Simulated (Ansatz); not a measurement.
# 2H-WS2 bilayer (AA) in a perpendicular field, part 2 of 4

Wanted: the out-of-plane response of the 2H-WS2 bilayer (AA). A positive field points along +c.

Ansatz 0.2.0; plane-wave DFT, r2SCAN-D4, Ansatz PAW.

So far. Step 2 (Relaxing the slab): The lattice constant a goes from 3.180 to 3.171 Å.

## (3) Single point, field 0

A sawtooth potential applies the field, turning back in the middle of the vacuum. With the dipole correction the typed value is the field outside the slab. The induced dipole is small, so the SCF threshold is tight.

The cell differs from the one that the last finished run ended in (c 43.702 → 27.982 Å).

Contents of input.yaml:

```yaml
crystal:
  lattice:
    - [3.1714976087, 0.0, 0.0]
    - [-1.5857488043, 2.7465974972, 0.0]
    - [0.0, 0.0, 27.9817302986]
  atoms:
    - { symbol: S, position: [0.3333333333, 0.6666666667, 0.3216384371] }
    - { symbol: W, position: [0.0, 0.0, 0.377433654] }
    - { symbol: S, position: [0.3333333333, 0.6666666667, 0.4332113895] }
    - { symbol: S, position: [0.3333333333, 0.6666666667, 0.5667886105] }
    - { symbol: W, position: [0.0, 0.0, 0.622566346] }
    - { symbol: S, position: [0.3333333333, 0.6666666667, 0.6783615629] }
kpoints:
  mp_grid: { grid: [18, 18, 1] }
  band_path:
    path: [[0, 0, 0], [0.5, 0, 0], [0.33333333, 0.33333333, 0], [0, 0, 0]]
    npoints: 16
hamiltonian:
  xc: r2scan
  dispersion: d4
scf:
  occupations: { method: fermi_dirac, width: 0.02585 }
  convergence: { dr2_threshold: 1.0e-10 }
efield:
  axis: 3
  dipole_correction: true
  ramp_position: 0.97
  ramp_width: 0.06
  amplitude: 0
output:
  dos: { projected: true, e_range: [-6, 5] }
  bader: true
  write_potential: true
  write_density: true
  volumetric_format: npy
  elf: true
```

Started as:

```bash
$ ansatz run input.yaml --threads 4 --pin off --max-ram 6144MiB --backend cpu --events-out ev --progress --plain --runs-dir out
```

Numbers of over 12 decimals in the logs are rounded to 6 here.

The log of the run:

```text
[...]
Crystal: 6 atoms, lattice volume = 243.744 Å³
Basis set: ecut = 500 eV, 6145 PW (Γ), exchange–correlation on 96×96×864 points (64 copies of the dense FFT grid, shifted against one another)
Bands: 32, of which v1, the nominal top of the filled ones, is band 26 counted from 1 (25 counted from 0)
Symmetry: 6 space group operations
k-points: 37 of 324 (time reversal used)
[...]
SCF iter   1: F=—  HF=-24423.825662 eV  |F-HF|=—  |Δ(HF+E_count)|=         —  Δρ=5.59e-3  dr2=8.38e-2  dr2_τ=1.75e-1  ethr=1.77e-3  p=0.000 e·Å  D=5.85e-14 V/Å  ΔV_dip=-0.00 eV  dr2_dipole=1.45e-8  V_vac-E_F(+/−)=5.05/5.05 eV  ⟨swp⟩=9.3  Hψ=6555  notcnv=0
efield: sawtooth ramp at fractional position 0.9700 (set: `efield.ramp_position`, or a place that a band, a saddle search or an elastic batch's reference lends), width 0.0600; the density the first Hamiltonian is built on has a dipole p = 0.000 e·Å; the dipole correction subtracts the counter field D = 5.85e-14 V/Å, which shifts the + side's vacuum level by -0.00 eV against the − side's; the planar-averaged density in the ramp window peaks in size at 2.4e-5 e/Å³
[...]
SCF iter   2: F=—  HF=-24423.962911 eV  |F-HF|=—  |Δ(HF+E_count)|=   1.37e-1  Δρ=3.40e-3  dr2=3.41e-2  dr2_τ=4.93e-3  ethr=1.61e-4  p=-0.000 e·Å  D=-2.11e-5 V/Å  ΔV_dip=0.00 eV  dr2_dipole=8.62e-9  V_vac-E_F(+/−)=4.90/4.90 eV  ⟨swp⟩=3.2  Hψ=2486  notcnv=0  defer=55
[...]
SCF iter  12: F=-24423.969615 eV  HF=-24423.969615 eV  |F-HF|=1.09e-11  |Δ(HF+E_count)|=  2.22e-10  Δρ=9.34e-8  dr2=8.13e-11  dr2_τ=4.25e-12  ethr=1.00e-12  p=0.000 e·Å  D=2.07e-7 V/Å  ΔV_dip=-0.00 eV  dr2_dipole=3.98e-12  V_vac-E_F(+/−)=4.84/4.84 eV  ⟨swp⟩=9.6  Hψ=3691  notcnv=0
SCF 1 converged in 12 iterations: F = -24423.969615 eV  dr2 = 8.13e-11
[...]
NSCF: frozen V_eff on 49 k-points
efield: sawtooth ramp at fractional position 0.9700 (kept from the solve that this one continues, or follows in the run), width 0.0600; the density the first Hamiltonian is built on has a dipole p = 0.000 e·Å; the dipole correction subtracts the counter field D = 2.07e-7 V/Å, which shifts the + side's vacuum level by -0.00 eV against the − side's; the planar-averaged density in the ramp window peaks in size at 1.4e-6 e/Å³
[...]
SCF converged after 12 iterations
Free energy (F): -24423.969615 eV
[...]
Internal energy: -24423.969615 eV  (E = F + TS)
E sigma→0 (E₀):  -24423.969615 eV
Fermi energy:    2.520251 eV
Dipole field:    D = -0.000002 V/Å  (p = -0.000003 e·Å, saw-weighted, corrected)
Work function:   Φ+ = 4.8387 eV   Φ− = 4.8386 eV
Levels:          The Fermi level and band energies are counted from a zero that moves with the ramp; work functions are not
[...]
--- Band table (eV; the first three rows and the last of 37) ---
  k-point 0: bands = [... 22 lower, -0.3112, -0.3112, 1.2569, 1.6661, 4.5380, 4.5380, 4.5604, 4.5604, ... 2 higher]
  k-point 1: bands = [... 22 lower, -0.2450, -0.0672, 1.2407, 1.6247, 4.4801, 4.5167, 4.5433, 4.6172, ... 2 higher]
  k-point 2: bands = [... 22 lower, -0.1722, 0.1066, 1.1689, 1.4802, 4.1900, 4.3531, 4.4297, 4.5029, ... 2 higher]
  k-point 36: bands = [... 22 lower, -1.2168, -0.9269, 1.4088, 1.4410, 3.3896, 3.3900, 4.8885, 5.1535, ... 2 higher]
--- Bader charges: 6 sites ---
  site symbol  charge [e]  shift [e]
     0      S     -0.7305     0.0023
     1      W      1.4612     0.0047
     2      S     -0.7307     0.0023
     3      S     -0.7307     0.0023
     4      W      1.4612     0.0047
     5      S     -0.7305     0.0023
  estimated error of the sums over rays = 3.8e-4 e
```

Wall time 37 s (4 threads of Arm Neoverse V2, shared host); peak memory 1.1 GiB.

Reading the cycles: dr2 is the Hartree energy of the density residual (eV), the measure of convergence; HF is the Harris–Foulkes estimate of the energy, which meets the free energy F at convergence.

This step gave:

```
gap on the k-mesh                  : 1.723 eV
dipole along the normal            : -3.00e-6 e·Å
gap along the path                 : 1.723 eV
smallest direct gap along the path : 1.949 eV
ionisation energy, upper face      : 5.693 eV
electron affinity, upper face      : 3.969 eV
gap, the smaller of path and mesh  : 1.723 eV
```

Running mean over a fixed 2.7 Å (it still follows the layers) of the planar mean; the ramp of the sawtooth is left out. Electron's electrostatic potential energy less the Fermi level against z:

z (Å), electron's electrostatic potential energy less the Fermi level (eV) and a bar from the least value:
```
        4        4.8 ##############################
        5        4.8 ##############################
        6        4.8 ##############################
        7        4.0 #############################
        8       -0.5 ####################
        9       -6.2 ##########
       10      -11.8 
       11      -11.9 
       12       -7.2 ########
       13       -1.1 ###################
       14        2.5 ##########################
       15       -1.2 ###################
       16       -7.3 ########
       17      -11.9 
       18      -11.8 
       19       -6.1 ##########
       20       -0.4 #####################
       21        4.1 #############################
       22        4.8 ##############################
       23        4.8 ##############################
       24        4.8 ##############################
```

The density of states has structure finer than the step of the table below, so its rows give means over 0.2 eV, whole bins alone (the curve runs from -6 to 1.69 eV). Peaks (eV: height): -5.94: 9.24, -5.78: 11.4, -5.64: 15.7, -4.70: 14.3, -3.79: 5.32, -3.49: 14.4, -1.97: 7.94.

The density of states by energy, zero at the Fermi level of the run, which the smearing sets inside the gap; means over each step:

energy (eV), density of states (states/eV a cell) and a bar:
```
     -5.8        6.5 #####################
     -5.6        9.2 ##############################
     -5.4        3.3 ###########
     -5.2        1.8 ######
     -5.0        2.7 #########
     -4.8        8.0 ##########################
     -4.6        7.7 #########################
     -4.4        3.5 ###########
     -4.2        3.0 ##########
     -4.0        3.1 ##########
     -3.8        3.9 #############
     -3.6        3.9 #############
     -3.4        8.3 ###########################
     -3.2        6.0 ####################
     -3.0        5.3 ##################
     -2.8        4.9 ################
     -2.6        3.7 ############
     -2.4        2.3 ########
     -2.2        2.6 ########
     -2.0        6.0 ####################
     -1.8        4.2 ##############
     -1.6        3.0 ##########
     -1.4        2.3 ########
     -1.2        1.2 ####
     -1.0        0.4 #
     -0.8        0.1 
     -0.6        0.0 
     -0.4        0.0 
     -0.2        0.0 
      0.0        0.0 
      0.2        0.0 
      0.4        0.0 
      0.6        0.0 
      0.8        0.0 
      1.0        1.1 ####
      1.2        3.3 ###########
      1.4        5.2 #################
```

Projected DOS per atom over height of the atomic layer and energy from the Fermi level. Layers: S W S S W S from below.

Ten even steps from '0' (0.00 states/eV) to '9' (1.92 states/eV), each cell a mean:
```
292292
151151
000000
000000
000000
000000
000000
000000
020020
151151
292292
221122
414414
525525
646646
333333
232232
333333
766667
111111
545545
545545
```
Columns: height of the atomic layer (Å) from 9 to 19.0 (not evenly spaced); rows upwards: energy from the Fermi level (eV) from -5.96 to 1.69.

Electronic bands along the path, in eV, zero at the Fermi level of the run, which the smearing sets inside the gap:

```
  point  band 23  band 24  band 25  band 26  band 27  band 28  band 29  band 30
      Γ    -2.83    -2.83    -1.26    -0.85     2.02     2.02     2.04     2.04
halfway    -3.00    -2.66    -2.01    -1.90     1.27     1.61     1.64     1.67
      M    -2.49    -2.47    -2.12    -1.98     1.97     1.97     2.37     2.46
halfway    -3.49    -3.21    -1.59    -1.52     1.60     1.63     2.66     2.79
      K    -3.74    -3.45    -1.11    -1.08     0.87     0.87     2.37     2.63
halfway    -2.68    -2.41    -2.01    -1.94     1.00     1.25     1.85     1.99
      Γ    -2.83    -2.83    -1.26    -0.85     2.02     2.02     2.04     2.04
```

Electrostatic potential energy in the ca plane at fractional y = 0.667, with atoms of S within 0.2 Å of it. With pseudopotentials it is smooth inside the atoms' cores, unlike the true potential.

Ten even steps from '0' (-35 eV) to '9' (7 eV), each cell a mean:
```
99999999999999999999987644688999999999998754
99999999999999999999987544688999999999998753
99999999999999999998777766777789999999877776
99999999999999999973126788751147999997212677
99999999999999999840102788710005999984010378
99999999999999999840102788710105999983010278
99999999999999999972015788741037999996101578
99999999999999999997677766777689999998767776
```
Columns run along c (16.0 Å, from fractional 0.06 to 0.64 of the cell; values clipped at the 3rd and 97th percentile), rows up along a (3.2 Å). Atoms in or near the plane, at fractional coordinates: S at (0.32, 0.33), S at (0.43, 0.33), S at (0.57, 0.33).

Valence density in the ca plane at fractional y = 0.667, with atoms of S within 0.2 Å of it. It is the smooth field of the valence electrons, not physical close to the nuclei.

Ten even steps from '0' (0.0 e/Å³) to '9' (1.1 e/Å³), each cell a mean:
```
00000000000000000001122477422110000000112247
00000000000000000001122477422110000000112248
00000000000000000013444344344421000001344434
00000000000000000147997422479974100014899642
00000000000000000279579422597597200038948842
00000000000000000289479422596497200038937842
00000000000000000158997422489984100025899742
00000000000000000013554344345531000002455434
```
Columns run along c (16.0 Å, from fractional 0.06 to 0.64 of the cell), rows up along a (3.2 Å). Atoms in or near the plane, at fractional coordinates: S at (0.32, 0.33), S at (0.43, 0.33), S at (0.57, 0.33).

ELF in the ca plane at fractional y = 0.667, with atoms of S within 0.2 Å of it. It is the smooth field of the valence electrons, not physical close to the nuclei.

Values, 5 rows by 16 columns, each cell a mean:
```
0.00 0.00 0.00 0.00 0.00 0.01 0.09 0.26 0.22 0.24 0.26 0.11 0.01 0.11 0.26 0.24
0.00 0.00 0.00 0.00 0.00 0.10 0.46 0.63 0.33 0.29 0.62 0.48 0.06 0.48 0.62 0.29
0.00 0.00 0.00 0.00 0.02 0.44 0.89 0.59 0.53 0.45 0.57 0.88 0.21 0.88 0.57 0.45
0.00 0.00 0.00 0.00 0.03 0.51 0.92 0.39 0.53 0.46 0.37 0.90 0.24 0.90 0.37 0.46
0.00 0.00 0.00 0.00 0.01 0.21 0.70 0.78 0.43 0.36 0.77 0.71 0.11 0.71 0.77 0.36
```
Columns run along c (16.0 Å, from fractional 0.06 to 0.64 of the cell), rows up along a (3.2 Å). Atoms in or near the plane, at fractional coordinates: S at (0.32, 0.33), S at (0.43, 0.33), S at (0.57, 0.33).

The gap is 1.72 eV, with the valence edge 5.69 eV and the conduction edge 3.97 eV under the upper vacuum level. Spin-orbit coupling, left out in this run, matters for the bands of elements this heavy.

## (4) Single point, field 0.03 V/Å

Changes to input.yaml since step 3:

```diff
@@ -28,6 +28,4 @@
   ramp_width: 0.06
-  amplitude: 0
+  amplitude: 0.03
 output:
-  dos: { projected: true, e_range: [-6, 5] }
-  bader: true
   write_potential: true
@@ -35,2 +33 @@
   volumetric_format: npy
-  elf: true
```

The log of the run:

```text
[...]
Crystal: 6 atoms, lattice volume = 243.744 Å³
Basis set: ecut = 500 eV, 6145 PW (Γ), exchange–correlation on 96×96×864 points (64 copies of the dense FFT grid, shifted against one another)
Bands: 32, of which v1, the nominal top of the filled ones, is band 26 counted from 1 (25 counted from 0)
Symmetry: 6 space group operations
k-points: 37 of 324 (time reversal used)
[...]
k-point 0: bands = [... 22 lower, -0.2878, -0.2878, 1.2552, 1.6677, 4.5206, 4.5206, 4.5773, 4.5773, ... 2 higher]
  k-point 1: bands = [... 22 lower, -0.2484, -0.0637, 1.2390, 1.6264, 4.4691, 4.5136, 4.5502, 4.6143, ... 2 higher]
  k-point 2: bands = [... 22 lower, -0.1745, 0.1088, 1.1669, 1.4823, 4.1865, 4.3520, 4.4286, 4.4883, ... 2 higher]
  k-point 36: bands = [... 22 lower, -1.2191, -0.9246, 1.3938, 1.4559, 3.3632, 3.4163, 4.8858, 5.1561, ... 2 higher]
[key lines of the parts left out:]
SCF converged after 13 iterations
Free energy (F): -24423.969834 eV
Fermi energy:    2.515268 eV
Dipole field:    D = 0.010860 V/Å  (p = 0.014629 e·Å, saw-weighted, corrected)
```

The job ended after 31 s (4 threads; peak memory 1.1 GiB).

The dipole is 0.0146 e·Å, and the gap 1.696 eV.

## (5) Atoms held, field -0.03 V/Å

Changes to input.yaml since step 4:

```diff
@@ -28,3 +28,3 @@
   ramp_width: 0.06
-  amplitude: 0.03
+  amplitude: -0.03
 output:
```

The log of the run:

```text
[...]
Crystal: 6 atoms, lattice volume = 243.744 Å³
Basis set: ecut = 500 eV, 6145 PW (Γ), exchange–correlation on 96×96×864 points (64 copies of the dense FFT grid, shifted against one another)
Bands: 32, of which v1, the nominal top of the filled ones, is band 26 counted from 1 (25 counted from 0)
Symmetry: 6 space group operations
k-points: 37 of 324 (time reversal used)
[...]
k-point 0: bands = [... 22 lower, -0.2878, -0.2878, 1.2552, 1.6677, 4.5206, 4.5206, 4.5773, 4.5773, ... 2 higher]
  k-point 1: bands = [... 22 lower, -0.2484, -0.0637, 1.2390, 1.6264, 4.4691, 4.5136, 4.5502, 4.6143, ... 2 higher]
  k-point 2: bands = [... 22 lower, -0.1745, 0.1088, 1.1669, 1.4823, 4.1864, 4.3520, 4.4286, 4.4883, ... 2 higher]
  k-point 36: bands = [... 22 lower, -1.2191, -0.9246, 1.3938, 1.4559, 3.3632, 3.4163, 4.8858, 5.1561, ... 2 higher]
[key lines of the parts left out:]
SCF converged after 13 iterations
Free energy (F): -24423.969834 eV
Fermi energy:    2.515266 eV
Dipole field:    D = -0.010859 V/Å  (p = -0.014627 e·Å, saw-weighted, corrected)
```

The job ended after 30 s (4 threads; peak memory 1.1 GiB; 2 min of CPU time).

The dipole is -0.0146 e·Å, and the gap 1.696 eV.

## (6) Atoms held, field 0.15 V/Å

Changes to input.yaml since step 5:

```diff
@@ -28,3 +28,3 @@
   ramp_width: 0.06
-  amplitude: -0.03
+  amplitude: 0.15
 output:
```

The log of the run:

```text
[...]
Crystal: 6 atoms, lattice volume = 243.744 Å³
Basis set: ecut = 500 eV, 6145 PW (Γ), exchange–correlation on 96×96×864 points (64 copies of the dense FFT grid, shifted against one another)
Bands: 32, of which v1, the nominal top of the filled ones, is band 26 counted from 1 (25 counted from 0)
Symmetry: 6 space group operations
k-points: 37 of 324 (time reversal used)
[...]
k-point 0: bands = [... 22 lower, -0.1825, -0.1825, 1.2195, 1.7035, 4.4158, 4.4158, 4.5661, 4.5661, ... 2 higher]
  k-point 1: bands = [... 22 lower, -0.2689, -0.0027, 1.2018, 1.6639, 4.3696, 4.4304, 4.5114, 4.5238, ... 2 higher]
  k-point 2: bands = [... 22 lower, -0.2223, 0.1540, 1.1239, 1.5262, 4.1214, 4.2973, 4.3853, 4.4658, ... 2 higher]
  k-point 36: bands = [... 22 lower, -1.2672, -0.8766, 1.2907, 1.5576, 3.2566, 3.5216, 4.8330, 5.2073, ... 2 higher]
[key lines of the parts left out:]
SCF converged after 13 iterations
Free energy (F): -24423.975101 eV
Fermi energy:    2.482048 eV
Dipole field:    D = 0.054306 V/Å  (p = 0.073151 e·Å, saw-weighted, corrected)
```

It took 30 s on 4 threads; peak memory 1.1 GiB.

The dipole is 0.0732 e·Å, and the gap 1.553 eV.

## (7) Atoms held, field 0.25 V/Å

Changes to input.yaml since step 6:

```diff
@@ -28,3 +28,3 @@
   ramp_width: 0.06
-  amplitude: 0.15
+  amplitude: 0.25
 output:
```

The log of the run:

```text
[...]
Crystal: 6 atoms, lattice volume = 243.744 Å³
Basis set: ecut = 500 eV, 6145 PW (Γ), exchange–correlation on 96×96×864 points (64 copies of the dense FFT grid, shifted against one another)
Bands: 32, of which v1, the nominal top of the filled ones, is band 26 counted from 1 (25 counted from 0)
Symmetry: 6 space group operations
k-points: 37 of 324 (time reversal used)
[...]
k-point 0: bands = [... 22 lower, -0.0956, -0.0956, 1.1647, 1.7583, 4.3260, 4.3260, 4.4788, 4.4788, ... 2 higher]
  k-point 1: bands = [... 22 lower, -0.1819, 0.0695, 1.1459, 1.7205, 4.2788, 4.3461, 4.4166, 4.4409, ... 2 higher]
  k-point 2: bands = [... 22 lower, -0.2884, 0.2152, 1.0635, 1.5887, 4.0413, 4.2183, 4.2961, 4.5366, ... 2 higher]
  k-point 36: bands = [... 22 lower, -1.3335, -0.8104, 1.2018, 1.6441, 3.1672, 3.6085, 4.7618, 5.2755, ... 2 higher]
[key lines of the parts left out:]
SCF converged after 15 iterations
Free energy (F): -24423.984856 eV
Fermi energy:    2.465476 eV
Dipole field:    D = 0.090539 V/Å  (p = 0.121958 e·Å, saw-weighted, corrected)
```

It took 33 s on 4 threads; peak memory 1.1 GiB.

The dipole is 0.122 e·Å, and the gap 1.409 eV.

## (8) Atoms held, field -0.25 V/Å

Changes to input.yaml since step 7:

```diff
@@ -28,4 +28,6 @@
   ramp_width: 0.06
-  amplitude: 0.25
+  amplitude: -0.25
 output:
+  dos: { projected: true, e_range: [-6, 5] }
+  bader: true
   write_potential: true
@@ -33 +35,2 @@
   volumetric_format: npy
+  elf: true
```

The log of the run:

```text
[...]
Crystal: 6 atoms, lattice volume = 243.744 Å³
Basis set: ecut = 500 eV, 6145 PW (Γ), exchange–correlation on 96×96×864 points (64 copies of the dense FFT grid, shifted against one another)
Bands: 32, of which v1, the nominal top of the filled ones, is band 26 counted from 1 (25 counted from 0)
Symmetry: 6 space group operations
k-points: 37 of 324 (time reversal used)
[...]
k-point 36: bands = [... 22 lower, -1.3335, -0.8104, 1.2018, 1.6441, 3.1672, 3.6085, 4.7618, 5.2755, ... 2 higher]
--- Bader charges: 6 sites ---
  site symbol  charge [e]  shift [e]
     0      S     -0.7194     0.0023
     1      W      1.4612     0.0047
     2      S     -0.7398     0.0023
     3      S     -0.7216     0.0023
     4      W      1.4611     0.0047
     5      S     -0.7415     0.0023
  estimated error of the sums over rays = 4.0e-4 e
[key lines of the parts left out:]
SCF converged after 15 iterations
Free energy (F): -24423.984856 eV
Fermi energy:    2.465476 eV
Dipole field:    D = -0.090539 V/Å  (p = -0.121958 e·Å, saw-weighted, corrected)
```

Elapsed: 42 s, on 4 threads; peak memory 1.1 GiB; 2.8 min of CPU time.

The dipole is -0.122 e·Å, and the gap 1.409 eV.

(Continued in part 3 of 4.)

[Logs are printed without paths, hosts, clocks, repeated set-up lines and the standing remarks that a program may print on its own settings, such as how far it seeks lower states.]

[Hosts, paths, dates, database ids (printed as entryN), source tags and the programs' standing remarks are cut or masked in the printed files.]

[Maps of the electrostatic potential energy from Ansatz leave out the sawtooth potential of an applied field or a dipole correction, so their vacuum need not be flat; planar profiles and work functions include it.]

[The density of states shown here was stored with 400 of the rows of the run's finer table, so its peaks can read low, often by over a quarter, or be missed, and its means over a window can be off by a tenth or more.]
